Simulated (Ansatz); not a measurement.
**La3InN (Pm-3m): Grüneisen parameters**

Aim: how the phonons of La3InN (Pm-3m) shift with volume, and the thermal expansion that follows.

Calculated with Ansatz 0.2.0; DFT PBEsol, scalar-relativistic, plane waves, PAW; PAW set soft_1.

### Step 1. Starting point

The structure is cubic, space group Pm-3m (No. 221). The conventional cell has a = 5.065 Å, b = 5.065 Å, c = 5.065 Å, α = 90.00°, β = 90.00°, γ = 90.00°. Nearest to La lie 2 N at 2.53 Å. Nearest to In lie 12 La at 3.58 Å. N has 6 La at 2.53 Å nearest. Farther neighbours, and contacts between anions beyond the nearest, are not listed.

### Step 2. The dispersion

Stability and thermal properties need the whole zone. Linear response on a 2×2×2 q mesh gives force constants as far as a supercell of that size would.

input.yaml reads:

```yaml
crystal:
  lattice:
    - [5.0648259153, 0.0, 0.0]
    - [0.0, 5.0648259153, 0.0]
    - [0.0, 0.0, 5.0648259153]
  atoms:
    - { symbol: La, position: [0.5, 0.5, 0.0] }
    - { symbol: La, position: [0.0, 0.5, 0.5] }
    - { symbol: La, position: [0.5, 0.0, 0.5] }
    - { symbol: In, position: [0.0, 0.0, 0.0] }
    - { symbol: "N", position: [0.5, 0.5, 0.5] }
kpoints:
  mp_grid: { grid: [8, 8, 8] }
hamiltonian:
  xc: pbesol
  pseudopotentials: { kind: paw, azcp: { folder: soft_1 }, xc_functional: pbe }
scf:
  occupations: { method: methfessel_paxton, width: 0.2 }
output:
  eigenvalues: true
phonons:
  method: dfpt
  qmesh: [2, 2, 2]
  temperatures: { t_max: 1000, t_step: 50 }
  qpath:
    path:
      - [[0.0, 0.0, 0.0], [0.0, 0.5, 0.0], [0.5, 0.5, 0.0], [0.0, 0.0, 0.0], [0.5, 0.5, 0.5], [0.0, 0.5, 0.0]]
      - [[0.5, 0.5, 0.5], [0.5, 0.5, 0.0]]
    npoints: 10
```

Command:

```
ansatz run input.yaml --threads 4 --pin off --max-ram 10240MiB --backend cpu --events-out ev --progress --plain --runs-dir out
```

The program printed:

```text
Engine: ansatz 0.2.0, x86_64-unknown-linux-gnu
Pseudopotentials: kind: paw
Pseudopotential: La, paw, valence charge 11, recommended cutoff 420 eV (normal), soft_1/La.paw.azcp
Pseudopotential: In, paw, valence charge 13, recommended cutoff 420 eV (normal), soft_1/In.paw.azcp
Pseudopotential: N, paw, valence charge 5, recommended cutoff 420 eV (normal), soft_1/N.paw.azcp
Functional definition: PBEsol
  exchange = pbesol_x
  correlation = pbesol_c
Crystal: 5 atoms, lattice volume = 129.925 Å³
Basis set: ecut = 420 eV, 2517 PW (Γ), exchange–correlation on 72×72×72 points (8 copies of the dense FFT grid, shifted against one another)
Bands: 31, of which v1, the nominal top of the filled ones, is band 26 counted from 1 (25 counted from 0)
Symmetry: 48 space group operations
k-points: 35 of 512
Non-local potential: La, projectors of the file, l = 0: 3, l = 1: 2, l = 2: 2, l = 3: 3
Non-local potential: In, projectors of the file, l = 0: 2, l = 1: 2, l = 2: 2, l = 3: 1
Non-local potential: N, projectors of the file, l = 0: 2, l = 1: 2, l = 2: 1
PAW form: soft (Blöchl's): semilocal exchange-correlation on the pseudo side does not see the compensation charge
PAW frozen core: La, regenerated for the run's functional, and the local potential with it (the file was generated under x = pbe(κ = 0.804, μ = 0.219515), c = pbe(β = 0.066725))
PAW frozen core: In, regenerated for the run's functional, and the local potential with it (the file was generated under x = pbe(κ = 0.804, μ = 0.219515), c = pbe(β = 0.066725))
PAW frozen core: N, regenerated for the run's functional, and the local potential with it (the file was generated under x = pbe(κ = 0.804, μ = 0.219515), c = pbe(β = 0.066725))
PAW one-centre angular grid: La, 590 points (default); XC on 64 Gauss nodes
PAW one-centre angular grid: In, 590 points (default); XC on 64 Gauss nodes
PAW one-centre angular grid: N, 110 points (default); XC on 64 Gauss nodes
Initial density: superposition of atomic densities (chi_scale 0.1, normalization cell, long waves kept (reshape's long-wave potential 0.00 eV rms))
Initial wavefunctions: pseudopotential atomic-orbital guess
Functional: x = pbesol(κ = 0.804, μ = 0.123457), c = pbesol(β = 0.046)
SCF iter   1: F=—  HF=-24393.674846 eV  |F-HF|=—  |Δ(HF+E_count)|=         —  Δρ=3.31e-2  dr2=2.33e0  ethr=3.10e-3  ⟨swp⟩=5.0  Hψ=4987  notcnv=0
preconditioner: auto → Kerker (q_TF=auto, 2.335 Å⁻¹)  [metal: Δε(μ)=0.025 eV  Ē_g=11.363 eV  σ=0.200 eV  W_gap=0.11  n_scr=26 (ndim 8)  ℏωp=21.9 eV  f_vac=0.000  D(μ)=3.15/eV (n_scr^D=18)]
SCF iter   2: F=—  HF=-24393.101338 eV  |F-HF|=—  |Δ(HF+E_count)|=   5.74e-1  S|Δr|=    0.00e0  Δρ=1.56e-2  dr2=5.93e-1  ethr=3.10e-3  ⟨swp⟩=2.9  Hψ=2093  notcnv=0
SCF iter   3: F=—  HF=-24392.986439 eV  |F-HF|=—  |Δ(HF+E_count)|=   1.15e-1  S|Δr|=    0.00e0  Δρ=7.34e-3  dr2=6.46e-2  ethr=1.16e-3  ⟨swp⟩=2.8  Hψ=1796  notcnv=0
SCF iter   4: F=—  HF=-24392.974907 eV  |F-HF|=—  |Δ(HF+E_count)|=   1.15e-2  S|Δr|=    0.00e0  Δρ=2.43e-3  dr2=1.29e-2  ethr=1.27e-4  ⟨swp⟩=2.0  Hψ=1642  notcnv=0  defer=2
SCF iter   5: F=—  HF=-24392.973245 eV  |F-HF|=—  |Δ(HF+E_count)|=   1.66e-3  S|Δr|=    0.00e0  Δρ=8.10e-4  dr2=7.45e-4  ethr=2.53e-5  ⟨swp⟩=2.0  Hψ=1337  notcnv=0  defer=2
SCF iter   6: F=—  HF=-24392.973285 eV  |F-HF|=—  |Δ(HF+E_count)|=   4.07e-5  S|Δr|=    0.00e0  Δρ=1.24e-4  dr2=3.99e-5  ethr=1.46e-6  ⟨swp⟩=2.4  Hψ=1938  notcnv=0  defer=2
SCF iter   7: F=—  HF=-24392.973289 eV  |F-HF|=—  |Δ(HF+E_count)|=   3.97e-6  S|Δr|=    0.00e0  Δρ=3.01e-5  dr2=1.79e-6  ethr=7.83e-8  ⟨swp⟩=2.0  Hψ=1539  notcnv=0  defer=2
SCF iter   8: F=—  HF=-24392.973283 eV  |F-HF|=—  |Δ(HF+E_count)|=   6.25e-6  S|Δr|=    0.00e0  Δρ=4.45e-6  dr2=3.32e-8  ethr=3.52e-9  ⟨swp⟩=2.1  Hψ=1812  notcnv=0  defer=2
SCF iter   9: F=—  HF=-24392.973283 eV  |F-HF|=—  |Δ(HF+E_count)|=   6.44e-9  S|Δr|=    0.00e0  Δρ=1.28e-6  dr2=3.82e-9  ethr=6.52e-11  ⟨swp⟩=2.7  Hψ=2024  notcnv=0  defer=2
SCF iter  10: F=—  HF=-24392.973283 eV  |F-HF|=—  |Δ(HF+E_count)|=  6.77e-10  S|Δr|=    0.00e0  Δρ=3.73e-7  dr2=2.84e-10  ethr=7.49e-12  ⟨swp⟩=3.0  Hψ=2075  notcnv=0  defer=2
SCF iter  11: F=—  HF=-24392.973283 eV  |F-HF|=—  |Δ(HF+E_count)|=  7.28e-11  S|Δr|=    0.00e0  Δρ=9.15e-8  dr2=1.66e-11  ethr=1.00e-12  ⟨swp⟩=2.0  Hψ=1363  notcnv=0  defer=2
SCF iter  12: F=-24392.973283 eV  HF=-24392.973283 eV  |F-HF|=7.28e-12  |Δ(HF+E_count)|=    0.00e0  S|Δr|=    0.00e0  Δρ=3.82e-8  dr2=1.87e-12  ethr=1.00e-12  ⟨swp⟩=8.7  Hψ=6090  notcnv=0
SCF 1 converged in 12 iterations: F = -24392.973283 eV  dr2 = 1.87e-12
  greatest PAW one-centre occupation: 0.979 electrons in one spin orbital (limit 2), on the In atom at site 3 (counted from 0), in its partial waves of l = 2
phonons: the bands overlap, so this run is a metal and interpolates without the dipole-dipole term. If the crystal is really an insulator or semiconductor, its LO-TO splitting is missing
NSCF: frozen V_eff on 35 k-points
WARN: eigensolver did not converge in 3 slots of this pass, the one above among them; of largest residual over every band (k=27): 1 band(s) unlocked (lowest unlocked band 30, counted from 0; max residual 4.79e-4 eV among the unlocked bands, 4.79e-4 eV over every band); of lowest unlocked band (k=12): band 30
NSCF: frozen V_eff on 125 k-points
DFPT response loops at q = (0, 0, 0) (fractional): preconditioner auto → Kerker (q_TF=auto, 2.335 Å⁻¹) (partly filled bands, converged f_vac=0.000); β = 1.00, the filter's whole step (`scf.mixing.beta` (0.50) is not read by the response loops under this deck's `scf.mixing.preconditioner`; to damp them name `kerker` or `kerker_dos`, under which they read `scf.mixing.beta`, and type it under 1.00, their step now; both keys bind the ground state too); Broyden in place of MSR1
NSCF: frozen V_eff on 250 k-points
DFPT response loops at q = (0, 0, -0.5) (fractional): mixed as the last ones told, above
NSCF: frozen V_eff on 250 k-points
DFPT response loops at q = (0, -0.5, -0.5) (fractional): mixed as the last ones told, above
NSCF: frozen V_eff on 250 k-points
DFPT response loops at q = (-0.5, -0.5, -0.5) (fractional): mixed as the last ones told, above
SCF converged after 12 iterations
Stability not checked: this state was not tested for a lower state beside it, because cold or Methfessel-Paxton smearing, or corrected tetrahedra, fill the levels in a way that the test cannot read (fill_not_monotonic; see scf.lower_state_search)
Free energy (F): -24392.973283 eV
Harris-Foulkes:  -24392.973283 eV  (|F-HF|=7.28e-12)
Internal energy: -24392.988184 eV  (E = F + TS)
E sigma→0 (E₀):  -24392.977008 eV
Entropy (-TS):   0.014901 eV (2.980 meV/atom)
Fermi energy:    11.776098 eV
--- Per-component energies (eV) ---
  E_band       = -78.513423
  E_kinetic    = 908.266210
  E_local      = -2114.499818  (includes V_loc(G=0)·N_el)
  E_nonlocal   = 629.311909
  E_hartree    = 809.918006
  E_xc         = -628.768113
  E_vxc        = -602.121529  (∫ρ·V_xc dr)
  E_paw        = -20246.562591  (= ΣΔE_a)
  E_vpaw       = -519.307162  (= ΣTr[D̂ρ^β])
  E_aug_tail   = 0.000942  (compensation charges beyond the density's cutoff)
  E_ewald      = -3751.425839
  E_core_change = 0.771111  (= ΣΔE_core)
  E_smearing   = 0.014901  (= −TS)
  E_closure    = 0.000000  (closes the sum)
  Σ components = -24392.973283   (vs F -24392.973283, Δ=0.00e0)
--- Band table (eV; the first three rows and the last of 35) ---
  k-point 0: bands = [... 22 lower, 10.9514, 10.9514, 10.9797, 10.9797, 10.9797, 12.7254, 12.7254, 12.7254, ... 1 higher]
  k-point 1: bands = [... 22 lower, 10.8030, 11.0163, 11.1041, 11.1095, 11.1095, 12.6100, 12.6646, 12.6646, ... 1 higher]
  k-point 2: bands = [... 22 lower, 10.3014, 11.1135, 11.2365, 11.2365, 11.5333, 12.6316, 12.7191, 12.7191, ... 1 higher]
  k-point 34: bands = [... 22 lower, 12.1463, 12.1463, 12.1463, 12.6963, 12.6963, 12.6963, 13.3108, 13.3108, ... 1 higher]
--- Phonons (Γ-DFPT): 4 representative perturbations + reference (Σ response iterations 15) ---
  ASR residual: 2.897e-5 → 0.000e0 eV/Å²; symmetrization residual: 3.049e-6 eV/Å²
  ASR residual per site (eV/Å²): 1.87e-5 1.87e-5 1.87e-5 3.14e-6 2.90e-5
  Γ frequencies (cm⁻¹): 0.00 0.00 0.00 79.14 79.14 79.14 87.18 87.18 87.18 136.54 136.54 136.54 315.41 315.41 315.41
--- Phonons (arbitrary-q DFPT): 4 irreducible q on the 2×2×2 mesh ---
  q = [0.0000, 0.0000, 0.0000] (star 1, of the zone-centre solve; hermiticity 8.38e-7, symmetrization 1.98e-12): -0.00 -0.00 0.00 79.14 79.14 79.14 87.18 87.18 87.18 136.54 136.54 136.54 315.41 315.41 315.41
  q = [0.0000, 0.0000, -0.5000] (star 3, 9 solved perturbations in 975 linear systems a pass and spin channel, the states on 125 of 512 k-point pairs; hermiticity 6.50e-7, symmetrization 2.04e-12): 62.79 62.79 64.95 64.95 73.28 91.49 93.20 103.70 103.70 122.40 123.35 123.35 274.73 274.73 368.92
  q = [0.0000, -0.5000, -0.5000] (star 3, 9 solved perturbations in 975 linear systems a pass and spin channel, the states on 125 of 512 k-point pairs; hermiticity 6.66e-7, symmetrization 3.93e-13): 43.79 73.43 73.43 81.55 81.55 91.05 91.82 97.87 97.87 102.80 108.06 153.90 250.94 353.57 353.57
  q = [-0.5000, -0.5000, -0.5000] (star 1, 4 solved perturbations in 350 linear systems a pass and spin channel, the states on 125 of 512 k-point pairs; hermiticity 7.72e-7, symmetrization 9.32e-13): 38.45 38.45 38.45 81.75 81.75 81.75 96.22 96.22 111.74 111.74 111.74 187.99 343.98 343.98 343.98
  sum rule: each row above includes the acoustic sum rule's correction from the zone centre's row sums; it moved no ω² by more than (0.75 cm⁻¹)²
  mesh force constants: q→R imaginary residual 3.58e-18; ASR residual 2.897e-5 → 0.000e0 eV/Å²; symmetrization residual 1.066e-14 eV/Å²
  interpolated dispersion: 62 rows × 15 modes
  density of states and harmonic sums: on the 12×12×12 q-mesh, interpolated from the force constants of a 2×2×2 supercell (no non-analytic term)
  largest difference from the sums on the solved wave vectors: F 9.00e-2 eV, S 1.22e-4 and C_V 3.22e-5 eV/K
  zero-point energy: 0.126328 eV/cell   skipped modes (ω ≤ 0): 3   left out of the sums: 1.16e-4 of the cell's modes: C_V's classical limit lies that fraction below 3 k_B per atom; for a crystal, a wire or a layer, F and S can be off by more, and a phonons.interpolated_qmesh denser along its periods is the remedy for the sampling
```

Elapsed: 4.4 min, on 4 threads of INTEL XEON PLATINUM 8581C at 2.10GHz (Emerald Rapids), shared host; peak memory 1.9 GiB.

This step gave:

| Item | Value |
| --- | --- |
| volume per atom | 25.99 Å³ |
| gap on the k-mesh | 0 eV |
| sum-rule residual before enforcement | 2.90e-5 eV/Å² |
| lowest frequency on the path | 0 cm⁻¹ |
| point group | m-3m |
| highest frequency on path, mesh or solved points | 368.9 cm⁻¹ |
| mean frequency | 135.9 cm⁻¹ |
| Debye temperature (second moment) | 308 K |
| logarithmic mean frequency | 111.3 cm⁻¹ |
| highest optical mode at the zone centre (no LO-TO term) | 315.4 cm⁻¹ |
| lowest optical zone-centre mode | 79.14 cm⁻¹ |
| lowest mode on the q mesh (acoustic modes at Γ apart) | 38.45 cm⁻¹ |
| zero-point energy per atom | 25.27 meV |
| heat capacity at 300 K | 23.73 J/(mol atoms K) |
| vibrational entropy at 300 K | 41.23 J/(mol atoms K) |
| edges of the widest gap between branches, on path and mesh | 188, 250.9 cm⁻¹ |

Frequencies (cm⁻¹) solved at each irreducible wavevector; negative means imaginary. Frequencies by wavevector, by row:

```csv
q in reciprocal lattice units,star,mode 1,mode 2,mode 3,mode 4,mode 13,mode 14,mode 15
0 0 0,1,0,0,0,79.1,315.4,315.4,315.4
0 0 -0.5,3,62.8,62.8,65,65,274.7,274.7,368.9
0 -0.5 -0.5,3,43.8,73.4,73.4,81.5,250.9,353.6,353.6
-0.5 -0.5 -0.5,1,38.5,38.5,38.5,81.8,344,344,344
```

Symmetry leaves 4 wavevectors to solve. The lowest mode among them, the acoustic zeros apart, lies at q = (-0.5, -0.5, -0.5) and is real, 38.5 cm⁻¹.

### Step 3. Relaxing at another volume, volume ratio 0.97

The volume is scaled by 0.97 and held; symmetry leaves nothing to relax, so this is a single point. The modes can then be followed against volume.

input.yaml, the sections that differ from step 2:

```yaml
crystal:
  lattice:
    - [5.0136625596, 0.0, 0.0]
    - [0.0, 5.0136625596, 0.0]
    - [0.0, 0.0, 5.0136625596]
  atoms:
    - { symbol: La, position: [0.5, 0.5, 0.0] }
    - { symbol: La, position: [0.0, 0.5, 0.5] }
    - { symbol: La, position: [0.5, 0.0, 0.5] }
    - { symbol: In, position: [0.0, 0.0, 0.0] }
    - { symbol: "N", position: [0.5, 0.5, 0.5] }
output:
  forces: true
  stress: true
  eigenvalues: true
# kpoints, hamiltonian, scf: as in step 2
# phonons: removed
```

The program printed:

```text
[...]
Crystal: 5 atoms, lattice volume = 126.027 Å³
Basis set: ecut = 420 eV, 2517 PW (Γ), exchange–correlation on 72×72×72 points (8 copies of the dense FFT grid, shifted against one another)
Bands: 31, of which v1, the nominal top of the filled ones, is band 26 counted from 1 (25 counted from 0)
Symmetry: 48 space group operations
[...]
k-points: 35 of 512
[...]
k-point 0: bands = [... 22 lower, 11.3421, 11.3421, 11.3517, 11.3517, 11.3517, 13.1887, 13.1887, 13.1887, ... 1 higher]
  k-point 1: bands = [... 22 lower, 11.1975, 11.3889, 11.4993, 11.4993, 11.5006, 13.0758, 13.1169, 13.1169, ... 1 higher]
  k-point 2: bands = [... 22 lower, 10.7022, 11.4876, 11.6445, 11.6445, 11.9463, 13.0941, 13.1578, 13.1578, ... 1 higher]
  k-point 34: bands = [... 22 lower, 12.6231, 12.6231, 12.6231, 13.1586, 13.1586, 13.1586, 13.7636, 13.7636, ... 1 higher]
[key lines of the parts left out:]
SCF converged after 8 iterations
Free energy (F): -24392.945636 eV
Fermi energy:    12.195480 eV
P = ⅓ Tr σ = 2.3293 GPa (23.293 kbar)
```

Wall time 2 s (4 threads); peak memory 0.58 GiB; 7.2 s of CPU time.

This run has no spin polarisation although its electron count is odd.

Numbers from this step:

* pressure: 2.329 GPa
* volume per atom: 25.21 Å³

### Step 4. Phonons at the other volume, volume ratio 0.97

The phonons are repeated at this volume on the same meshes, so that differences come from the volume alone.

input.yaml: that of step 3 with these lines changed.

```diff
@@ -19,4 +19,11 @@
 output:
-  forces: true
-  stress: true
   eigenvalues: true
+phonons:
+  method: dfpt
+  qmesh: [2, 2, 2]
+  temperatures: { t_max: 1000, t_step: 50 }
+  qpath:
+    path:
+      - [[0.0, 0.0, 0.0], [0.0, 0.5, 0.0], [0.5, 0.5, 0.0], [0.0, 0.0, 0.0], [0.5, 0.5, 0.5], [0.0, 0.5, 0.0]]
+      - [[0.5, 0.5, 0.5], [0.5, 0.5, 0.0]]
+    npoints: 10
```

The program printed:

```text
[...]
Crystal: 5 atoms, lattice volume = 126.027 Å³
Basis set: ecut = 420 eV, 2517 PW (Γ), exchange–correlation on 72×72×72 points (8 copies of the dense FFT grid, shifted against one another)
Bands: 31, of which v1, the nominal top of the filled ones, is band 26 counted from 1 (25 counted from 0)
Symmetry: 48 space group operations
k-points: 35 of 512
[...]
SCF iter   1: F=—  HF=-24393.687845 eV  |F-HF|=—  |Δ(HF+E_count)|=         —  Δρ=3.32e-2  dr2=2.46e0  ethr=3.10e-3  ⟨swp⟩=4.9  Hψ=4813  notcnv=0
[...]
SCF iter  12: F=-24392.945636 eV  HF=-24392.945636 eV  |F-HF|=2.18e-11  |Δ(HF+E_count)|=  1.46e-11  S|Δr|=    0.00e0  Δρ=2.97e-8  dr2=1.35e-12  ethr=1.00e-12  ⟨swp⟩=7.9  Hψ=5621  notcnv=0
SCF 1 converged in 12 iterations: F = -24392.945636 eV  dr2 = 1.35e-12
[...]
NSCF: frozen V_eff on 35 k-points
[...]
SCF converged after 12 iterations
[...]
Free energy (F): -24392.945636 eV
[...]
Internal energy: -24392.959567 eV  (E = F + TS)
E sigma→0 (E₀):  -24392.949119 eV
Entropy (-TS):   0.013931 eV (2.786 meV/atom)
Fermi energy:    12.195503 eV
[...]
--- Band table (eV; the first three rows and the last of 35) ---
  k-point 0: bands = [... 22 lower, 11.3421, 11.3421, 11.3517, 11.3517, 11.3517, 13.1887, 13.1887, 13.1887, ... 1 higher]
  k-point 1: bands = [... 22 lower, 11.1975, 11.3889, 11.4993, 11.4993, 11.5007, 13.0759, 13.1169, 13.1169, ... 1 higher]
  k-point 2: bands = [... 22 lower, 10.7022, 11.4876, 11.6445, 11.6445, 11.9463, 13.0941, 13.1578, 13.1578, ... 1 higher]
  k-point 34: bands = [... 22 lower, 12.6231, 12.6231, 12.6231, 13.1586, 13.1586, 13.1586, 13.7636, 13.7636, ... 1 higher]
[...]
ASR residual: 1.462e-5 → 0.000e0 eV/Å²; symmetrization residual: 2.625e-6 eV/Å²
  ASR residual per site (eV/Å²): 1.46e-5 1.46e-5 1.46e-5 5.82e-7 3.49e-6
[...]
--- Phonons (arbitrary-q DFPT): 4 irreducible q on the 2×2×2 mesh ---
[...]
interpolated dispersion: 62 rows × 15 modes
[...]
```

Elapsed: 4.2 min, on 4 threads; peak memory 1.9 GiB.

Read from the output:

| Quantity | Value |
| --- | --- |
| sum-rule residual before enforcement | 1.46e-5 eV/Å² |
| highest frequency on path, mesh or solved points | 387.9 cm⁻¹ |
| mean frequency | 141.8 cm⁻¹ |
| Debye temperature (second moment) | 324 K |
| logarithmic mean frequency | 115 cm⁻¹ |
| highest optical mode at the zone centre (no LO-TO term) | 332.8 cm⁻¹ |
| lowest optical zone-centre mode | 77.88 cm⁻¹ |
| lowest mode on the q mesh (acoustic modes at Γ apart) | 37.69 cm⁻¹ |
| zero-point energy per atom | 26.37 meV |
| heat capacity at 300 K | 23.62 J/(mol atoms K) |
| vibrational entropy at 300 K | 40.47 J/(mol atoms K) |
| edges of the widest gap between branches, on path and mesh | 195.8, 270.1 cm⁻¹ |

Frequencies (cm⁻¹) solved at each irreducible wavevector; negative means imaginary. Frequencies by wavevector, by row:

```csv
q in reciprocal lattice units,star,mode 1,mode 2,mode 3,mode 4,mode 13,mode 14,mode 15
0 0 0,1,0,0,0,77.9,332.8,332.8,332.8
0 0 -0.5,3,63.7,63.7,64.7,64.7,292.9,292.9,387.9
0 -0.5 -0.5,3,44.1,73.4,73.4,82.7,270.1,373.1,373.1
-0.5 -0.5 -0.5,1,37.7,37.7,37.7,82.5,364.1,364.1,364.1
```

The highest optical mode at the zone centre (no LO-TO term) is 332.8 cm⁻¹, +17.3 cm⁻¹ against the base run.

### Step 5. Relaxing at another volume, volume ratio 1.03

The volume is scaled by 1.03 and held; symmetry leaves nothing to relax, so this is a single point. The modes can then be followed against volume.

input.yaml, the sections that differ from step 4:

```yaml
crystal:
  lattice:
    - [5.1149759681, 0.0, 0.0]
    - [0.0, 5.1149759681, 0.0]
    - [0.0, 0.0, 5.1149759681]
  atoms:
    - { symbol: La, position: [0.5, 0.5, 0.0] }
    - { symbol: La, position: [0.0, 0.5, 0.5] }
    - { symbol: La, position: [0.5, 0.0, 0.5] }
    - { symbol: In, position: [0.0, 0.0, 0.0] }
    - { symbol: "N", position: [0.5, 0.5, 0.5] }
output:
  forces: true
  stress: true
  eigenvalues: true
# kpoints, hamiltonian, scf: as in step 4
# phonons: removed
```

The program printed:

```text
[...]
Crystal: 5 atoms, lattice volume = 133.823 Å³
Basis set: ecut = 420 eV, 2601 PW (Γ), exchange–correlation on 72×72×72 points (8 copies of the dense FFT grid, shifted against one another)
Bands: 31, of which v1, the nominal top of the filled ones, is band 26 counted from 1 (25 counted from 0)
Symmetry: 48 space group operations
[...]
k-points: 35 of 512
[...]
k-point 0: bands = [... 22 lower, 10.5823, 10.5823, 10.6276, 10.6276, 10.6276, 12.2883, 12.2883, 12.2883, ... 1 higher]
  k-point 1: bands = [... 22 lower, 10.4309, 10.6637, 10.7296, 10.7424, 10.7424, 12.1699, 12.2373, 12.2373, ... 1 higher]
  k-point 2: bands = [... 22 lower, 9.9240, 10.7594, 10.8527, 10.8527, 11.1436, 12.1942, 12.3035, 12.3035, ... 1 higher]
  k-point 34: bands = [... 22 lower, 11.6974, 11.6974, 11.6974, 12.2603, 12.2603, 12.2603, 12.8820, 12.8820, ... 1 higher]
[key lines of the parts left out:]
SCF converged after 8 iterations
Free energy (F): -24392.948242 eV
Fermi energy:    11.383349 eV
P = ⅓ Tr σ = -2.0101 GPa (-20.101 kbar)
```

It took 2 s on 4 threads; peak memory 0.59 GiB.

Numbers from this step:

| Quantity | Value |
| --- | --- |
| pressure | -2.010 GPa |
| volume per atom | 26.76 Å³ |

The run ends at a pressure of -2.01 GPa.

(Part 1 of 2 ends here.)

[Long decimals in the printed logs are rounded to 6 places.]

[Logs are printed without paths, hosts, clocks, repeated set-up lines and the standing remarks that a program may print on its own settings, such as how far it seeks lower states.]

[Hosts, paths, dates, database ids (printed as entryN), source tags and the programs' standing remarks are cut or masked in the printed files.]

[Where the starting crystal was built by hand or by swapping elements, it need not be the compound's stable phase.]
